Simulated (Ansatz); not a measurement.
# Convergence of a linear-scaling basis for 1T-TiS2 zigzag nanoribbon, bare edges (92 atoms), part 2 of 2

Aim: test how closely localised support functions follow the reference on 1T-TiS2 zigzag nanoribbon, bare edges (92 atoms), and at what cost. A setting counts as converged where the r.m.s. difference of forces stays under 1 % of the r.m.s. force.

Ansatz 0.2.0; Kohn-Sham DFT, PBE, PAW (set soft_2), plane waves.

The cell: 32 Ti and 60 S. Beside vacuum, support functions can miss their usual error bounds without a warning. The main run has no spin polarisation. The Brillouin zone is sampled at Γ only, in a cell whose periodic width is 14 Å.

So far. Step 3 (Support functions low): Forces differ from the reference by 0.51 meV/Å r.m.s., 0.083 % of their size, well within a tolerance of 1 %; the energy by -0.62 meV/atom. It took 3.5 min and 31 cycles; the reference's time can't be set against it, since the two runs asked for unlike analyses. Step 4 (Support functions medium): Forces differ from the reference by 0.5 meV/Å r.m.s., 0.082 % of their size, well within a tolerance of 1 %; the energy by -0.62 meV/atom.

**5. Support functions medium, radius 3.46 Å**

Level of this step: Kohn-Sham DFT, PBE, PAW (set soft_2), localised support functions (medium) (Ansatz).

The radius confines each support function; a larger one gives more freedom and more work per atom.

The input, input.yaml:

```yaml
crystal:
  lattice:
    - [13.64, 0.0, 0.0]
    - [0.0, 33.65641, 0.0]
    - [0.0, 0.0, 14.86]
  atoms:
    [... the 92 atom lines of step 2 ...]
kpoints:
  mp_grid: { grid: [1, 1, 1] }
hamiltonian:
  xc: pbe
scf:
  occupations: { method: gaussian, width: 0.05 }
  eigensolver: { kind: { support_functions: { accuracy: medium, radius: 3.46 } } }
  mixing: { beta: 0.2 }
  max_iter: 150
output:
  forces: true
  eigenvalues: true
```

Run with:

```
> ansatz run input.yaml --threads 8 --pin off --max-ram 15872MiB --backend cpu --events-out ev --progress --plain --runs-dir out
```

Numbers of over 12 decimals in the logs are rounded to 6 here.

Log:

```text
Warning: scf.eigensolver.kind.support_functions: disabling space-group detection — the functions' gradient is summed over unrotated k-points, so no spatial operation reduces the k-mesh or symmetrises the density; time reversal is kept, so that k and −k are solved as one point where they differ and the mesh holds both, and exact exchange and, on two spinor components, a DFT+U term hold to it where the run has them: [...]
settings of this run that can trade accuracy for cost: scf.eigensolver.kind.support_functions [...]
Engine: ansatz 0.2.0, aarch64-unknown-linux-gnu
Pseudopotentials: kind: paw
Pseudopotential: Ti, paw, valence charge 12, recommended cutoff 420 eV (normal), Ti.paw.azcp
Pseudopotential: S, paw, valence charge 6, recommended cutoff 420 eV (normal), S.paw.azcp
[... 5 lines on functional and potentials left out ...]
Error: SCF: the radius of support functions is under 4.12 Å, the least for these sites at the functions' level (scf.eigensolver.kind.support_functions.accuracy). Use scf.eigensolver.kind: auto, or type scf.eigensolver.kind.support_functions.radius at least as long, [...]
```

The job ended after 0.91 s (8 threads of Arm Neoverse V2, shared host; peak memory 0.78 GiB).

The program refuses radii under 4.12 Å for these atoms at this level.

Runs without a result: support functions medium, radius 3.46 Å (error).

**6. The ladder side by side**

Differences are against the plane-wave reference (Kohn-Sham DFT, PBE, PAW (set soft_2), plane waves), whose r.m.s. force component is 0.614 eV/Å. Energies are set beside the reference only for runs with its functional, potentials and electron count. Times are for 8 threads of Arm Neoverse V2, shared host. The reference's time includes the DOS and grids, which some other runs skip.

```
                     run  Δ force, r.m.s. (meV/Å)  share of r.m.s. force (%)  Δ energy (meV/atom)  cycles     time  host memory (GiB)
               reference                        -                          -                    -      16     80 s                8.0
   support functions low                    0.508                     0.0827               -0.617      31  3.5 min                6.5
support functions medium                      0.5                     0.0815               -0.617      36    4 min                6.7
```

**7. The reference in detail**

The comparisons rest on this run, so its electronic structure is set out here.

Neighbours are counted within 2.88 Å (S-Ti).

Length of the force by element and coordination:

```
element  coordination  atoms  mean length of the force (eV/Å)  spread   least  most
      S           all     60                            0.634   0.539  0.0311  1.90
      S             2      4                             1.73   0.082    1.63  1.84
      S             3     56                            0.556   0.468  0.0311  1.90
     Ti           all     32                             1.00   0.969  0.0342  2.97
     Ti             3      4                             2.73   0.175    2.48  2.97
     Ti             5      4                             2.47   0.116    2.31  2.62
     Ti             6     24                            0.471   0.318  0.0342  1.32
```

Löwdin charges by element and coordination (they lack the spilled electrons, 0.053 e an atom on average):

```
element  coordination  atoms  mean charge (e)  spread   least    most
      S           all     60           -0.335  0.0352  -0.432  -0.255
      S             2      4           -0.393   0.009  -0.404  -0.380
      S             3     56           -0.330  0.0326  -0.432  -0.255
     Ti           all     32            0.781   0.059   0.637   0.879
     Ti             3      4            0.645  0.0089   0.637   0.660
     Ti             5      4            0.864  0.0092   0.856   0.879
     Ti             6     24             0.79   0.017   0.751   0.810
```

States in the cell by windows of 0.5 eV, zero at the Fermi level; the larger projections on atomic orbitals stand beside the total:

```
from (eV)  to (eV)  total   S p  Ti d
      -10     -5.5    0.0   0.0   0.0
     -5.5       -5    8.8   5.9   1.6
       -5     -4.5   15.3  10.6   2.7
     -4.5       -4   56.1  42.0   9.4
       -4     -3.5   36.5  26.4   6.8
     -3.5       -3   38.7  27.8   9.1
       -3     -2.5   81.3  53.0  25.2
     -2.5       -2   33.9  25.1   7.1
       -2     -1.5   34.7  29.1   4.1
     -1.5       -1   37.1  31.4   4.8
       -1     -0.5   12.3  10.4   1.5
     -0.5        0   13.9   4.8   7.8
        0      0.5   35.0   4.4  27.9
      0.5        1   39.1   6.3  30.4
```

The curve was stored every 0.10 eV, coarse against its broadening of 0.08 eV, so these counts are rough.

Between -26 and -10 eV lie 120 more states.

The stored curve holds about 489 of the 744 electrons; the rest, give or take the few that broadening carries across the Fermi level, lie in deeper levels below its range.

The levels nearest the highest filled one (over half full), pooled over k-points and spins:

```
level less the highest filled one (eV)  occupation
                                -0.387           2
                                -0.175           2
                                -0.140           2
                                -0.086        2.00
                               -0.0499        1.96
                                     0        1.49
                                0.0537       0.387
                                0.0759       0.136
                                 0.102       0.026
                                 0.127       0.003
                                 0.131       0.002
                                 0.152           0
```

Electrostatic potential energy in the ab plane at fractional z = 0.402, with atoms of S within 0.2 Å of it. With pseudopotentials it is smooth inside the atoms' cores, unlike the true potential.

Ten even steps from '0' (-35 eV) to '9' (4 eV), each cell a mean:
```
99999999999999999999999999999999999999
99999999999999999999999999999999999999
99999999999999999999999999999999999999
56899998655799999765689999865679999986
22689986222489998422258998622137999841
99976679999987678999997667899998666899
98720016899840004899972111689985111489
78899999877899999877899999987789999987
01689986100279997200058998600027999720
89988889988998889988998888998898888898
98610016899840004899971001699984000489
88988889888888889988898888988899888998
00589986100279997200058998600027999730
78898898877898889877889888877788888987
99721127999841114899972112799984111489
88876678888886568999987667888888656888
22689985222489998422269998622248999842
45789987555789898754588998855578888875
99743347999853225899973334799986333689
88743357888864446888874445888886434688
89999999988999999998999999998899999999
99999999999999999999999999999999999999
99999999999999999999999999999999999999
99999999999999999999999999999999999999
```
Columns run along a (13.6 Å; values clipped at the 3rd and 97th percentile), rows up along b (33.7 Å). Atoms in or near the plane, at fractional coordinates: S at (0.12, 0.21), S at (0.00, 0.29), S at (0.12, 0.38), S at (0.00, 0.47), S at (0.12, 0.56), S at (0.00, 0.65), S at (0.13, 0.73), S at (0.00, 0.82), S at (0.37, 0.21), S at (0.25, 0.30), S at (0.38, 0.38), S at (0.25, 0.47), S at (0.37, 0.56), S at (0.25, 0.65) and more.

Valence density in the ab plane at fractional z = 0.402, with atoms of S within 0.2 Å of it. It is the smooth field of the valence electrons, not physical close to the nuclei.

Ten even steps from '0' (0.00 × 1e-1 e/Å³) to '9' (9.98 × 1e-1 e/Å³), each cell a mean:
```
00000000000000000000000000000000000000
00000000000000000000000000000000000000
00000000000000000000000000000000000000
54210012455310001355421000245531000134
68621125867741113776862112686784111478
11234432101124442111123554211112454311
12597795211379697311148779621137968831
43211111233211111233311111123321111123
79621126978941114987962112697894111498
11122221122112221112112222112212232211
12598895211389797311259889521137979831
22222221122222322122212222112212222212
79621126978941114887962112697884101489
33211112333221111233321111234332111123
01487785201378687310148778510137868631
11244442111234443211124444211123454321
68520125867731013776852002586773101377
55311123555421112455531111355542111245
01366663101257675210147666310125767521
11466663111246564211136665311125656521
00000000000000000000000000000000000000
00000000000000000000000000000000000000
00000000000000000000000000000000000000
00000000000000000000000000000000000000
```
Columns run along a (13.6 Å), rows up along b (33.7 Å). Atoms in or near the plane, at fractional coordinates: S at (0.12, 0.21), S at (0.00, 0.29), S at (0.12, 0.38), S at (0.00, 0.47), S at (0.12, 0.56), S at (0.00, 0.65), S at (0.13, 0.73), S at (0.00, 0.82), S at (0.37, 0.21), S at (0.25, 0.30), S at (0.38, 0.38), S at (0.25, 0.47), S at (0.37, 0.56), S at (0.25, 0.65) and more.

Mean Löwdin charges: S -0.33, Ti +0.78 e (they miss 0.66 % of the electrons, so they add up to more than the cell's charge). Within 0.4 eV of the Fermi level the largest share is Ti d (77 % of the projected weight).

**8. Distances and neighbours**

These statistics describe the geometry on which the runs were made.

Normalised to the volume that the atoms fill. Pair distribution functions g(r), in bins of 0.1 Å:

```
r (Å)  total    S-S   S-Ti  Ti-Ti
 2.25   0.00   0.00   0.00   0.00
 2.35   1.06   0.00   2.35   0.00
 2.45   7.88   0.00  17.40   0.00
 2.55   0.00   0.00   0.00   0.00
 2.65   0.00   0.00   0.00   0.00
 2.75   0.00   0.00   0.00   0.00
 2.85   0.00   0.00   0.00   0.00
 2.95   0.00   0.00   0.00   0.00
 3.05   0.00   0.00   0.00   0.00
 3.15   0.00   0.00   0.00   0.00
 3.25   0.00   0.00   0.00   0.00
 3.35   2.56   4.10   0.00   6.75
 3.45   5.83  10.30   0.00  12.00
 3.55   0.22   0.51   0.00   0.00
 3.65   0.00   0.00   0.00   0.00
 3.75   0.00   0.00   0.00   0.00
 3.85   0.00   0.00   0.00   0.00
 3.95   0.00   0.00   0.00   0.00
 4.05   0.00   0.00   0.00   0.00
 4.15   1.87   0.00   4.12   0.00
 4.25   0.94   0.00   2.07   0.00
 4.35   0.00   0.00   0.00   0.00
 4.45   0.00   0.00   0.00   0.00
 4.55   0.00   0.00   0.00   0.00
 4.65   0.00   0.00   0.00   0.00
 4.75   0.01   0.03   0.00   0.00
 4.85   0.92   2.16   0.00   0.00
 4.95   0.09   0.20   0.00   0.00
 5.05   0.00   0.00   0.00   0.00
 5.15   0.00   0.00   0.00   0.00
 5.25   0.00   0.00   0.00   0.00
 5.35   1.66   0.00   3.67   0.00
 5.45   1.63   0.00   3.59   0.00
 5.55   0.00   0.00   0.00   0.00
 5.65   0.00   0.00   0.00   0.00
 5.75   0.00   0.00   0.00   0.00
 5.85   0.93   1.53   0.00   2.30
 5.95   2.31   4.47   0.00   3.39
 6.05   0.02   0.04   0.00   0.00
 6.15   0.00   0.00   0.00   0.00
 6.25   0.00   0.00   0.00   0.00
 6.35   0.00   0.00   0.00   0.00
 6.45   0.00   0.00   0.00   0.00
 6.55   0.00   0.00   0.00   0.00
```

Bonds by pair of elements; cutoffs follow the first minimum of g(r), held within bounds set by covalent radii, and pairs that aren't listed don't count as bonded:

```
pair A-B  cutoff (Å)  bonds  mean length (Å)  spread (Å)  shortest (Å)  B about A  A about B
    S-Ti        2.88    176             2.43       0.025          2.37       2.93        5.5
```

How many atoms have how many bonded neighbours:

```
element  mean  2   3  5   6
      S  2.93  4  56  0   0
     Ti   5.5  0   4  4  24
```

For some of the pairs, g(r) has its first main peak near 3.43 Å (S-S), 2.43 Å (S-Ti) and 3.41 Å (Ti-Ti). With the cutoffs above, 93 % of S atoms have 3 and 75 % of Ti atoms have 6 bonded neighbours.

The surroundings of S92, which has 2 bonded neighbours where the commonest count for S is 3, nearest first, numbered as they follow in the input and with coordinates relative to it.

```
atom      x      y      z  distance (Å)  bonds  Löwdin charge (e)     Fx     Fy  Fz (eV/Å)
 S92   0.00   0.00   0.00          0.00      2              -0.38   0.02  -0.22       1.61
Ti68  -1.69  -0.98   1.41          2.41      5               0.86  -0.17  -0.28      -2.28
Ti91   1.70  -0.98   1.44          2.44      5               0.86   0.14  -0.30      -2.51
 S67  -1.67  -2.90  -0.01          3.35      3              -0.27  -0.21   0.04       0.57
 S69  -3.38   0.02  -0.02          3.38      2              -0.40  -0.21  -0.43       1.77
 S90   1.72  -2.92   0.00          3.39      3              -0.26  -0.20   0.32       0.39
 S23   3.42  -0.01  -0.02          3.42      2              -0.39  -0.11  -0.30       1.65
 S89   0.00  -1.96   2.85          3.46      3              -0.41  -0.04   0.42       0.41
Ti88  -0.01  -3.92   1.45          4.18      6               0.81   0.11  -0.57      -0.09
 S20   3.39  -1.97   2.83          4.84      3              -0.41   0.08   0.46       0.44
 S66  -3.44  -1.95   2.87          4.89      3              -0.43   0.18   0.42       0.13
Ti22   5.09  -0.97   1.41          5.37      5               0.86   0.21  -0.28      -2.41
Ti19   3.42  -3.91   1.40          5.38      6               0.80  -0.24  -0.42       0.25
Ti45  -5.11  -0.96   1.45          5.40      5               0.88   0.02  -0.53      -2.57
Ti65  -3.41  -3.95   1.45          5.41      6               0.81  -0.03   0.01       0.01
```

The column of bonds counts only the pairs S-Ti within 2.88 Å; other neighbours, such as metal atoms beside each other in a compound, aren't counted, and periodic images can show an atom twice.

**9. Outcome**

```
free energy per atom        : -1458.8848 eV/atom
r.m.s. force component      : 0.6136 eV/Å
wall time of the 3 DFT runs : 8.8 min
```

Against plane waves at 420 eV, the forces differ by 0.5 meV/Å (0.082 %) with support functions medium. At 92 atoms the fastest of the runs at a preset level, support functions low, takes roughly 2.6 times the time of plane waves (whose run also made extra analyses, so the like-for-like ratio is larger), in 31 SCF cycles against 16. Differences between support functions and plane waves include what basis error the plane-wave run still has.

Counting bands leaves a spacing of only 0.054 eV (at Γ alone), which the smearing bridges: 3 levels are partly filled by over 2 %, so a gap, if any, is small at this level. With the cutoffs above, 93 % of S atoms have 3 and 75 % of Ti atoms have 6 bonded neighbours.

Caveats: The geometry was built by rule, was displaced at random and isn't relaxed at this level: its force components are 0.61 eV/Å r.m.s.

[Logs are printed without paths, hosts, clocks, repeated set-up lines and the standing remarks that a program may print on its own settings, such as how far it seeks lower states.]

[Hosts, paths, dates, database ids (printed as entryN), source tags and the programs' standing remarks are cut or masked in the printed files.]
